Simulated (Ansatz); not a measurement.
# Work function of Ta(111): what the settings cost and change

Aim: the numerical settings behind the work function of Ta(111), with the cost of each.

Main program and level: Ansatz 0.2.0; plane-wave DFT, PBE, Ansatz PAW.

The experiments to compare with:

“Anisotropic work function of elemental crystals” (2019, arxiv:1902.07811) quotes from earlier work for Ta (clean (111) face, a compiled value): work function (clean (111) face, a compiled value) 3.5 eV.

## (1) Set-up

The cell holds 11 atoms: 11 Ta. Cell: a = 4.681 Å, b = 4.681 Å, c = 27.555 Å, α = 90.0°, β = 90.0°, γ = 60.0°. Vacuum lies along c.

## (2) Slab, setting cutoff 200 eV

A work function rests on the faint tail of the density, so the SCF threshold is tight. The cutoff is raised first; then mesh and smearing are varied at the default cutoff.

input.yaml reads:

```yaml
crystal:
  lattice:
    - [4.6810468915, 0.0, 0.0]
    - [2.3405234457, 4.0539055243, 0.0]
    - [0.0, 0.0, 27.5551469551]
  atoms:
    - { symbol: Ta, position: [0.6666666667, 0.6666666667, 0.3266177464] }
    - { symbol: Ta, position: [0.0, 0.0, 0.3612941971] }
    - { symbol: Ta, position: [0.3333333333, 0.3333333333, 0.3959706478] }
    - { symbol: Ta, position: [0.6666666667, 0.6666666667, 0.4306470986] }
    - { symbol: Ta, position: [0.0, 0.0, 0.4653235493] }
    - { symbol: Ta, position: [0.3333333333, 0.3333333333, 0.5] }
    - { symbol: Ta, position: [0.6666666667, 0.6666666667, 0.5346764507] }
    - { symbol: Ta, position: [0.0, 0.0, 0.5693529014] }
    - { symbol: Ta, position: [0.3333333333, 0.3333333333, 0.6040293522] }
    - { symbol: Ta, position: [0.6666666667, 0.6666666667, 0.6387058029] }
    - { symbol: Ta, position: [0.0, 0.0, 0.6733822536] }
kpoints:
  mp_grid: { grid: [10, 10, 1] }
hamiltonian:
  xc: pbe
scf:
  occupations: { method: fermi_dirac, width: 0.1 }
  convergence: { dr2_threshold: 1.0e-09 }
efield:
  axis: 3
  dipole_correction: true
  ramp_position: 0.97
  ramp_width: 0.06
basis:
  ecutwfc: "200 eV"
output:
  write_potential: true
  write_density: true
  volumetric_format: npy
  elf: true
```

The run is started by

```console
> ansatz run input.yaml --threads 2 --pin off --max-ram 3072MiB --backend cpu --events-out ev --progress --plain --runs-dir out
```

Log:

```text
Warning: basis.ecutwfc = 200 eV is below the records' recommended 420 eV, and the density's cutoff is lower with it unless basis.ecutrho_ratio is high enough to keep the records' density cutoff: compare with a run at a higher cutoff
Engine: ansatz 0.2.0, aarch64-unknown-linux-gnu
Pseudopotentials: kind: paw
Pseudopotential: Ta, paw, valence charge 13, recommended cutoff 420 eV (normal), Ta.paw.azcp
Functional definition: PBE
  parameter kappa = 0.804
  parameter beta = 0.066725
  exchange = pbe_x(kappa = kappa, mu = beta*pi^2/3)
  correlation = pbe_c(beta = beta)
Crystal: 11 atoms, lattice volume = 522.901 Å³
Basis set: ecut = 200 eV, 3447 PW (Γ)
Bands: 86, of which v1, the nominal top of the filled ones, is band 72 counted from 1 (71 counted from 0)
Symmetry: 6 space group operations
k-points: 14 of 100 (time reversal used)
Non-local potential: Ta, projectors of the file, l = 0: 3, l = 1: 2, l = 2: 2, l = 3: 1
PAW form: soft (Blöchl's): semilocal exchange-correlation on the pseudo side does not see the compensation charge
PAW one-centre angular grid: Ta, 590 points (default); XC on 64 Gauss nodes
Initial density: superposition of atomic densities (neutral atoms: chi_scale 0, normalization atom), corrected by the library's trained network
Initial wavefunctions: pseudopotential atomic-orbital guess
Functional: x = pbe(κ = 0.804, μ = 0.219515), c = pbe(β = 0.066725)
SCF iter   1: F=—  HF=-109234.214760 eV  |F-HF|=—  |Δ(HF+E_count)|=         —  Δρ=1.99e-2  dr2=1.66e0  ethr=1.77e-3  p=0.000 e·Å  D=6.57e-14 V/Å  ΔV_dip=-0.00 eV  dr2_dipole=1.56e-7  V_vac-E_F(+/−)=3.82/3.82 eV  ⟨swp⟩=9.4  Hψ=5356  notcnv=0
efield: sawtooth ramp at fractional position 0.9700 (set: `efield.ramp_position`, or a place that a band, a saddle search or an elastic batch's reference lends), width 0.0600; the density the first Hamiltonian is built on has a dipole p = 0.000 e·Å; the dipole correction subtracts the counter field D = 6.57e-14 V/Å, which shifts the + side's vacuum level by -0.00 eV against the − side's; the planar-averaged density in the ramp window peaks in size at 1.8e-5 e/Å³
preconditioner: auto → LDOS  [metal: Δε(μ)=0.022 eV  Ē_g=3.519 eV  σ=0.100 eV  W_gap=0.05  n_scr=96 (ndim 8)  ℏωp=12.0 eV  f_vac=0.530  D(μ)=14.74/eV (n_scr^D=108)  β→1.0]
SCF iter   2: F=—  HF=-109233.849379 eV  |F-HF|=—  |Δ(HF+E_count)|=   3.65e-1  Δρ=4.84e-3  dr2=1.32e-1  ethr=1.16e-3  p=-0.000 e·Å  D=-1.10e-6 V/Å  ΔV_dip=0.00 eV  dr2_dipole=1.30e-7  V_vac-E_F(+/−)=3.66/3.66 eV  ⟨swp⟩=2.1  Hψ=2587  notcnv=0
SCF iter   3: F=—  HF=-109233.798166 eV  |F-HF|=—  |Δ(HF+E_count)|=   5.12e-2  Δρ=6.24e-4  dr2=4.34e-3  ethr=9.21e-5  p=0.000 e·Å  D=2.56e-7 V/Å  ΔV_dip=-0.00 eV  dr2_dipole=3.52e-8  V_vac-E_F(+/−)=3.61/3.61 eV  ⟨swp⟩=2.2  Hψ=2447  notcnv=0
SCF iter   4: F=—  HF=-109233.797832 eV  |F-HF|=—  |Δ(HF+E_count)|=   3.34e-4  Δρ=2.30e-4  dr2=5.04e-4  ethr=3.03e-6  p=0.000 e·Å  D=1.02e-7 V/Å  ΔV_dip=-0.00 eV  dr2_dipole=2.46e-8  V_vac-E_F(+/−)=3.58/3.58 eV  ⟨swp⟩=2.9  Hψ=2107  notcnv=0
SCF iter   5: F=—  HF=-109233.797883 eV  |F-HF|=—  |Δ(HF+E_count)|=   5.12e-5  Δρ=6.70e-5  dr2=6.12e-5  ethr=3.52e-7  p=-0.000 e·Å  D=-2.85e-7 V/Å  ΔV_dip=0.00 eV  dr2_dipole=1.57e-10  V_vac-E_F(+/−)=3.57/3.58 eV  ⟨swp⟩=2.0  Hψ=1896  notcnv=0
SCF iter   6: F=—  HF=-109233.797919 eV  |F-HF|=—  |Δ(HF+E_count)|=   3.57e-5  Δρ=2.77e-5  dr2=9.15e-6  ethr=4.28e-8  p=-0.000 e·Å  D=-1.07e-7 V/Å  ΔV_dip=0.00 eV  dr2_dipole=1.56e-9  V_vac-E_F(+/−)=3.57/3.57 eV  ⟨swp⟩=2.1  Hψ=1616  notcnv=0
SCF iter   7: F=—  HF=-109233.797832 eV  |F-HF|=—  |Δ(HF+E_count)|=   8.64e-5  Δρ=6.37e-6  dr2=6.98e-7  ethr=6.40e-9  p=-0.000 e·Å  D=-6.98e-8 V/Å  ΔV_dip=0.00 eV  dr2_dipole=2.70e-12  V_vac-E_F(+/−)=3.56/3.56 eV  ⟨swp⟩=2.0  Hψ=1631  notcnv=0
SCF iter   8: F=—  HF=-109233.797833 eV  |F-HF|=—  |Δ(HF+E_count)|=   1.34e-7  Δρ=2.25e-6  dr2=5.50e-8  ethr=4.88e-10  p=-0.000 e·Å  D=-5.31e-8 V/Å  ΔV_dip=0.00 eV  dr2_dipole=6.46e-11  V_vac-E_F(+/−)=3.56/3.56 eV  ⟨swp⟩=2.1  Hψ=1729  notcnv=0
SCF iter   9: F=—  HF=-109233.797833 eV  |F-HF|=—  |Δ(HF+E_count)|=   2.30e-8  Δρ=7.66e-7  dr2=9.98e-9  ethr=3.85e-11  p=-0.000 e·Å  D=-3.08e-8 V/Å  ΔV_dip=0.00 eV  dr2_dipole=5.44e-14  V_vac-E_F(+/−)=3.56/3.56 eV  ⟨swp⟩=2.2  Hψ=2171  notcnv=0
SCF iter  10: F=-109233.797833 eV  HF=-109233.797833 eV  |F-HF|=5.82e-11  |Δ(HF+E_count)|=  5.53e-10  Δρ=2.73e-7  dr2=6.66e-10  ethr=1.00e-12  p=-0.000 e·Å  D=-1.37e-8 V/Å  ΔV_dip=0.00 eV  dr2_dipole=1.88e-13  V_vac-E_F(+/−)=3.56/3.56 eV  ⟨swp⟩=6.4  Hψ=3608  notcnv=0
WARN: efield: at this solve's end the planar-averaged density reaches 1.98e-5 e/Å³ inside the ramp window [0.9337, 0.0663] (bound 1e-5 e/Å³); by the running means of the window's planes the mean density over a ramp is at most 1.21e-5 e/Å³, which is held to the bound (the quickstart, § The vacuum guard, A window that rings); the window's nearer edge stands 7.17 Å from this solve's nearest atom along the axis. Its work [...]
SCF 1 converged in 10 iterations: F = -109233.797833 eV  dr2 = 6.66e-10
  greatest PAW one-centre occupation: 1.012 electrons in one spin orbital (limit 2), on the Ta atom at site 5 (counted from 0), in its partial waves of l = 1
WARN: The output density's exchange-correlation potential varies sharply where the density is thin. Do not read a vacuum level from v_tot or v_xc, or from such a field of the output density. On a cell that repeats whose density bears no net charge and no dipole along the vacuum's axis use v_es (v_loc + v_h of the components); under efield.dipole_correction with no amplitude use v_es + v_field, which holds any externa [...]
SCF converged after 10 iterations
Free energy (F): -109233.797833 eV
Harris-Foulkes:  -109233.797833 eV  (|F-HF|=5.82e-11)
Internal energy: -109233.291954 eV  (E = F + TS)
E sigma→0 (E₀):  -109233.544893 eV
Entropy (-TS):   -0.505878 eV (-45.989 meV/atom)
Fermi energy:    5.012025 eV
Dipole field:    D = 0.000000 V/Å  (p = 0.000001 e·Å, saw-weighted, corrected)
Work function:   Φ+ = 3.5609 eV   Φ− = 3.5614 eV
Levels:          The Fermi level and band energies are counted from a zero that moves with the ramp; work functions are not
Vacuum region:   at the solve's end the planar-averaged density reaches 1.98e-5 e/Å³ inside the ramp window [0.9337, 0.0663] (bound 1e-5 e/Å³); by the running means of the window's planes the mean density over a ramp is at most 1.21e-5 e/Å³, which is held to the bound (the quickstart, § The vacuum guard, A window that rings)
--- Per-component energies (eV) ---
  E_band       = -3137.132631
  E_kinetic    = 3970.319167
  E_local      = -176838.490456  (includes V_loc(G=0)·N_el)
  E_nonlocal   = 164.552760
  E_hartree    = 86510.782918
  E_xc         = -2378.261208
  E_vxc        = -2215.285779  (∫ρ·V_xc dr)
  E_paw        = -92359.560015  (= ΣΔE_a)
  E_vpaw       = -1239.827745  (= ΣTr[D̂ρ^β])
  E_aug_tail   = 0.041263  (compensation charges beyond the density's cutoff)
  E_efield     = 0.000000  (sawtooth field / dipole correction)
  E_vefield    = 0.000000  (∫n·V_field dr)
  E_ewald      = 71697.323618
  E_smearing   = -0.505878  (= −TS)
  E_closure    = -0.000000  (closes the sum)
  Σ components = -109233.797833   (vs F -109233.797833, Δ=0.00e0)
--- Band table (eV; the first three rows and the last of 14) ---
  k-point 0: bands = [... 68 lower, 4.3923, 4.6072, 4.6072, 4.8734, 4.8734, 5.0255, 5.2000, 5.3594, ... 10 higher]
  k-point 1: bands = [... 68 lower, 4.4811, 4.6919, 4.7173, 4.9268, 4.9707, 5.1512, 5.2752, 5.3885, ... 10 higher]
  k-point 2: bands = [... 68 lower, 4.7899, 4.8241, 4.8468, 5.1027, 5.1823, 5.3433, 5.4165, 5.4642, ... 10 higher]
  k-point 13: bands = [... 68 lower, 4.5932, 4.6908, 4.7561, 4.8869, 4.9003, 4.9961, 5.1172, 5.2810, ... 10 higher]
```

Wall time 64 s (2 threads of Arm Neoverse N1, shared host); peak memory 0.55 GiB.

In the SCF lines HF is the Harris–Foulkes energy and dr2 the Hartree energy of the density residual, in eV; the loop may stop once dr2 is under the threshold and the program's other checks hold. Hψ counts applications of the Hamiltonian.

Numbers from this step:

- energy at zero smearing: -109233.5449 eV
- work function, upper face: 3.561 eV

Running mean over 0.9555 Å of the planar mean; the ramp of the sawtooth is left out. Table of electron's electrostatic potential energy less the Fermi level by z:

| z (Å) | electron's electrostatic potential energy less the Fermi level (eV) |
| --- | --- |
| 3.5 | 3.55 |
| 4.0 | 3.55 |
| 4.5 | 3.54 |
| 5.0 | 3.54 |
| 5.5 | 3.52 |
| 6.0 | 3.49 |
| 6.5 | 3.41 |
| 7.0 | 3.18 |
| 7.5 | 2.51 |
| 8.0 | 0.478 |
| 8.5 | -3.61 |
| 9.0 | -7.78 |
| 9.5 | -9.74 |
| 10.0 | -10.1 |
| 10.5 | -10.1 |
| 11.0 | -10.1 |
| 11.5 | -10.1 |
| 12.0 | -10.1 |
| 12.5 | -10.0 |
| 13.0 | -10.1 |
| 13.5 | -10.1 |
| 14.0 | -10.1 |
| 14.5 | -10.1 |
| 15.0 | -10.0 |
| 15.5 | -10.1 |
| 16.0 | -10.1 |
| 16.5 | -10.1 |
| 17.0 | -10.1 |
| 17.5 | -10.1 |
| 18.0 | -9.81 |
| 18.5 | -8.13 |
| 19.0 | -4.13 |
| 19.5 | 0.0993 |
| 20.0 | 2.38 |
| 20.5 | 3.14 |
| 21.0 | 3.40 |
| 21.5 | 3.49 |
| 22.0 | 3.52 |
| 22.5 | 3.54 |
| 23.0 | 3.54 |
| 23.5 | 3.55 |
| 24.0 | 3.55 |

Electrostatic potential energy in the ca plane at fractional y = 0.000, with atoms of Ta within 0.2 Å of it. With pseudopotentials it is smooth inside the atoms' cores, unlike the true potential.

Ten even steps from '0' (-63 eV) to '9' (9 eV), each cell a mean:
```
99986300378862003788620037986200478999999999
99998644689986446899754468997544689999999999
99999888899998888999987889999878899999999999
99999999999999999999999999999999999999999999
99999999999999999999999999999999999999999999
99999999999999999999999999999999999999999999
99999999999999999999999999999999999999999999
99999999999999999999999999999999999999999999
99999999999999999999998999999988999999999999
99998766799987667999876679998766789999999999
99997411479974125798741258986312579999999999
99986200268861003688510037885100368999999999
```
Columns run along c (16.0 Å, from fractional 0.27 to 0.85 of the cell; values clipped at the 3rd and 97th percentile), rows up along a (4.7 Å). Atoms in or near the plane, at fractional coordinates: Ta at (0.36, 0.00), Ta at (0.47, 0.00), Ta at (0.57, 0.00), Ta at (0.67, 0.00).

Valence density in the ca plane at fractional y = 0.000, with atoms of Ta within 0.2 Å of it. It is the smooth field of the valence electrons, not physical close to the nuclei.

Ten even steps from '0' (0.0 e/Å³) to '9' (4.2 e/Å³), each cell a mean:
```
00002799720028996200389961003899510000000000
00000355310013552000136520001365200000000000
00000011000000110000001100000010000000000000
00000000000000000000000000000000000000000000
00000000000000000000000000000000000000000000
00000000000000000000000000000000000000000000
00000000000000000000000000000000000000000000
00000000000000000000000000000000000000000000
00000000000000000000000000000000000000000000
00000122100001221000012210000122100000000000
00001598510015984100269841002698400000000000
00002899820039997200398971014989710000000000
```
Columns run along c (16.0 Å, from fractional 0.27 to 0.85 of the cell), rows up along a (4.7 Å). Atoms in or near the plane, at fractional coordinates: Ta at (0.36, 0.00), Ta at (0.47, 0.00), Ta at (0.57, 0.00), Ta at (0.67, 0.00).

ELF in the ca plane at fractional y = 0.000, with atoms of Ta within 0.2 Å of it. It is the smooth field of the valence electrons, not physical close to the nuclei.

Ten even steps from '0' (0.00) to '9' (0.71), each cell a mean:
```
33325966944459669443695794446857951100000000
34433699635526995354369852553799621000000000
35554333346642333566433324675333221100000000
23456655566666556666665556666654422100000000
12344566555556665555556655555555443100000000
11223456544445555444455544554444542100000000
11233566544555655554455544554445542100000000
22355666655666666666666655666655432100000000
34555444456654334666543345676443321100000000
35543365336533553365336533663466311000000000
34424899835448998343499983544899831000000000
33326933954469339533792494447825952100000000
```
Columns run along c (16.0 Å, from fractional 0.27 to 0.85 of the cell), rows up along a (4.7 Å). Atoms in or near the plane, at fractional coordinates: Ta at (0.36, 0.00), Ta at (0.47, 0.00), Ta at (0.57, 0.00), Ta at (0.67, 0.00).

The work function is 3.561 eV.

## (3) Run

Changes to input.yaml since step 2:

```diff
@@ -30,3 +30,3 @@
 basis:
-  ecutwfc: "200 eV"
+  ecutwfc: "300 eV"
 output:
@@ -35,2 +35 @@
   volumetric_format: npy
-  elf: true
```

Log:

```text
[...]
Crystal: 11 atoms, lattice volume = 522.901 Å³
Basis set: ecut = 300 eV, 6257 PW (Γ)
Bands: 86, of which v1, the nominal top of the filled ones, is band 72 counted from 1 (71 counted from 0)
Symmetry: 6 space group operations
k-points: 14 of 100 (time reversal used)
[...]
k-point 0: bands = [... 68 lower, 4.3925, 4.6025, 4.6025, 4.9039, 4.9039, 5.0316, 5.2173, 5.4600, ... 10 higher]
  k-point 1: bands = [... 68 lower, 4.4884, 4.6833, 4.7097, 4.9400, 4.9868, 5.1420, 5.2804, 5.4418, ... 10 higher]
  k-point 2: bands = [... 68 lower, 4.7892, 4.7973, 4.8631, 5.1209, 5.1443, 5.3439, 5.4121, 5.4413, ... 10 higher]
  k-point 13: bands = [... 68 lower, 4.6084, 4.7052, 4.7588, 4.8880, 4.9028, 4.9859, 5.1217, 5.2710, ... 10 higher]
[key lines of the parts left out:]
SCF converged after 10 iterations
Free energy (F): -109247.628737 eV
Fermi energy:    5.013512 eV
Dipole field:    D = 0.000000 V/Å  (p = 0.000001 e·Å, saw-weighted, corrected)
Work function:   Φ+ = 3.4995 eV   Φ− = 3.4995 eV
```

The job ended after 95 s (2 threads; peak memory 0.79 GiB).

The work function is 3.500 eV, -0.061 eV from the run “cutoff 200 eV”, at 1.8 times its CPU time.

## (4) Slab

Changes to input.yaml since step 3:

```diff
@@ -30,3 +30,3 @@
 basis:
-  ecutwfc: "300 eV"
+  ecutwfc: "420 eV"
 output:
```

Log:

```text
[...]
Crystal: 11 atoms, lattice volume = 522.901 Å³
Basis set: ecut = 420 eV, 10215 PW (Γ)
Bands: 86, of which v1, the nominal top of the filled ones, is band 72 counted from 1 (71 counted from 0)
Symmetry: 6 space group operations
k-points: 14 of 100 (time reversal used)
[...]
k-point 0: bands = [... 68 lower, 4.3920, 4.6015, 4.6015, 4.9037, 4.9037, 5.0305, 5.2163, 5.4603, ... 10 higher]
  k-point 1: bands = [... 68 lower, 4.4879, 4.6823, 4.7085, 4.9395, 4.9865, 5.1407, 5.2794, 5.4421, ... 10 higher]
  k-point 2: bands = [... 68 lower, 4.7880, 4.7956, 4.8622, 5.1205, 5.1427, 5.3427, 5.4123, 5.4401, ... 10 higher]
  k-point 13: bands = [... 68 lower, 4.6074, 4.7044, 4.7578, 4.8868, 4.9016, 4.9841, 5.1206, 5.2694, ... 10 higher]
[key lines of the parts left out:]
SCF converged after 10 iterations
Free energy (F): -109247.755567 eV
Fermi energy:    5.012447 eV
Dipole field:    D = -0.000002 V/Å  (p = -0.000006 e·Å, saw-weighted, corrected)
Work function:   Φ+ = 3.5000 eV   Φ− = 3.4999 eV
```

It took 2.3 min on 2 threads; peak memory 1.1 GiB.

The work function is 3.500 eV, -0.061 eV from the run “cutoff 200 eV”, at 3.0 times its CPU time.

## (5) Run

Changes to input.yaml since step 4:

```diff
@@ -30,3 +30,3 @@
 basis:
-  ecutwfc: "420 eV"
+  ecutwfc: "600 eV"
 output:
```

Log:

```text
[...]
Crystal: 11 atoms, lattice volume = 522.901 Å³
Basis set: ecut = 600 eV, 17523 PW (Γ)
Bands: 86, of which v1, the nominal top of the filled ones, is band 72 counted from 1 (71 counted from 0)
Symmetry: 6 space group operations
k-points: 14 of 100 (time reversal used)
[...]
k-point 0: bands = [... 68 lower, 4.3922, 4.6018, 4.6018, 4.9040, 4.9040, 5.0310, 5.2168, 5.4606, ... 10 higher]
  k-point 1: bands = [... 68 lower, 4.4882, 4.6826, 4.7088, 4.9398, 4.9868, 5.1411, 5.2798, 5.4425, ... 10 higher]
  k-point 2: bands = [... 68 lower, 4.7883, 4.7958, 4.8625, 5.1208, 5.1429, 5.3431, 5.4126, 5.4405, ... 10 higher]
  k-point 13: bands = [... 68 lower, 4.6076, 4.7046, 4.7580, 4.8871, 4.9018, 4.9843, 5.1208, 5.2696, ... 10 higher]
[key lines of the parts left out:]
SCF converged after 9 iterations
Free energy (F): -109247.763818 eV
Fermi energy:    5.012712 eV
Dipole field:    D = 0.000001 V/Å  (p = 0.000003 e·Å, saw-weighted, corrected)
Work function:   Φ+ = 3.4993 eV   Φ− = 3.4994 eV
```

It took 4.4 min on 2 threads; peak memory 1.8 GiB; 5.8 min of CPU time.

The work function is 3.499 eV, -0.001 eV from the run “cutoff 420 eV”, at 1.7 times its CPU time.

## (6) Slab

Changes to input.yaml since step 5:

```diff
@@ -18,3 +18,3 @@
 kpoints:
-  mp_grid: { grid: [10, 10, 1] }
+  mp_grid: { grid: [2, 2, 1] }
 hamiltonian:
@@ -29,4 +29,2 @@
   ramp_width: 0.06
-basis:
-  ecutwfc: "600 eV"
 output:
```

Log:

```text
[...]
Crystal: 11 atoms, lattice volume = 522.901 Å³
Basis set: ecut = 420 eV, 10215 PW (Γ)
Bands: 86, of which v1, the nominal top of the filled ones, is band 72 counted from 1 (71 counted from 0)
Symmetry: 6 space group operations
k-points: 2 of 4
[...]
Fermi energy:    4.926190 eV
Dipole field:    D = 0.000001 V/Å  (p = 0.000003 e·Å, saw-weighted, corrected)
Work function:   Φ+ = 3.6000 eV   Φ− = 3.6000 eV
[...]
--- Band table (eV) ---
  k-point 0: bands = [... 68 lower, 4.4235, 4.6270, 4.6270, 4.9228, 4.9228, 5.0356, 5.1811, 5.4142, ... 10 higher]
  k-point 1: bands = [... 68 lower, 4.4956, 4.5592, 4.8057, 4.9984, 5.0995, 5.2216, 5.5476, 5.7193, ... 10 higher]
[key lines of the parts left out:]
SCF converged after 12 iterations
Free energy (F): -109249.284003 eV
```

Run time: 19 s. Hardware: 2 threads; peak memory 0.71 GiB.

The work function is 3.600 eV, +0.100 eV from the run “cutoff 420 eV”, at 0.087 times its CPU time.

## (7) Run

Changes to input.yaml since step 6:

```diff
@@ -18,3 +18,3 @@
 kpoints:
-  mp_grid: { grid: [2, 2, 1] }
+  mp_grid: { grid: [3, 3, 1] }
 hamiltonian:
```

Log:

```text
[...]
Crystal: 11 atoms, lattice volume = 522.901 Å³
Basis set: ecut = 420 eV, 10215 PW (Γ)
Bands: 86, of which v1, the nominal top of the filled ones, is band 72 counted from 1 (71 counted from 0)
Symmetry: 6 space group operations
k-points: 3 of 9 (time reversal used)
[...]
Work function:   Φ+ = 3.5495 eV   Φ− = 3.5495 eV
[...]
--- Band table (eV) ---
  k-point 0: bands = [... 68 lower, 4.3554, 4.5672, 4.5672, 4.8666, 4.8666, 5.0151, 5.1888, 5.4109, ... 10 higher]
  k-point 1: bands = [... 68 lower, 4.7847, 4.7915, 5.0106, 5.1897, 5.3133, 5.4544, 5.5485, 5.5847, ... 10 higher]
  k-point 2: bands = [... 68 lower, 4.6342, 4.6473, 4.6473, 4.8643, 4.8643, 5.0135, 5.0225, 5.1102, ... 10 higher]
[key lines of the parts left out:]
SCF converged after 10 iterations
Free energy (F): -109247.647868 eV
Fermi energy:    5.000351 eV
Dipole field:    D = 0.000001 V/Å  (p = 0.000002 e·Å, saw-weighted, corrected)
```

The job ended after 40 s (2 threads; peak memory 0.76 GiB; 42 s of CPU time).

The work function is 3.549 eV, +0.049 eV from the run “cutoff 420 eV”, at 0.20 times its CPU time.

(Continued in part 2 of 2.)

[Long decimals in the printed logs are rounded to 6 places.]

[Logs are printed without paths, hosts, clocks, repeated set-up lines and the standing remarks that a program may print on its own settings, such as how far it seeks lower states.]

[Hosts, paths, dates, database ids (printed as entryN), source tags and the programs' standing remarks are cut or masked in the printed files.]

[Maps of the electrostatic potential energy from Ansatz leave out the sawtooth potential of an applied field or a dipole correction, so their vacuum need not be flat; planar profiles and work functions include it.]
